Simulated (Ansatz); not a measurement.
Planning a run of Ansatz 0.2.0 on LiF (Griceite). The input:

```yaml
crystal:
  lattice:
    - [0.0, 2.014, 2.014]
    - [2.014, 0.0, 2.014]
    - [2.014, 2.014, 0.0]
  atoms:
    - { symbol: Li, position: [0.0, 0.0, 0.0] }
    - { symbol: F, position: [0.5, 0.5, 0.5] }
  symmetry: { detect: false }
kpoints:
  mp_grid: { grid: [6, 6, 6] }
hamiltonian:
  xc: pbe
  pseudopotentials: { kind: paw, azcp: { folder: soft_1 } }
scf:
  occupations: { method: fixed }
gw:
  n_empty_bands: 17
  ecut_chi: 60
  qp_bands: [v2, c2]
  qp_kpoints: band_edges
  screening: { model: contour_deformation }
```

```sh
ansatz run input.yaml --threads 3 --pin off --max-ram 92160MiB --backend cuda --events-out ev --progress --plain --runs-dir out --devices 1 --max-vram 13GiB
```

**Question.** Estimate wall time and host memory on 1 × NVIDIA H100 80GB HBM3 (shared by 6 runs) with 3 threads of AMD EPYC 7R13 (Zen 3), shared host.

It took 1.8 min; on shared hardware allow 53 s to 3.5 min. Peak host memory was 0.95 GiB. The sizes that set the cost: 331 plane waves a state, 112 irreducible k points, 22 bands summed, 15 plane waves in the screening and 6 SCF cycles.

The screening grows as filled bands × empty bands × pairs of k points, times the square of the screening basis for the matrix.

[Paths, hosts, dates, memory and timing lines, banners, echoed tables and standing remarks are left out of the program output.]

[Logs are printed without paths, hosts, clocks, repeated set-up lines and the standing remarks that a program may print on its own settings, such as how far it seeks lower states.]

[Runs of the session that timed out or met a known fault of the program may be left out.]

[Cells called generated may have been cut or substituted from an entry of the Crystallography Open Database or the Materials Project.]

[Hosts, paths, dates, database ids (printed as entryN), source tags and the programs' standing remarks are cut or masked in the printed files.]
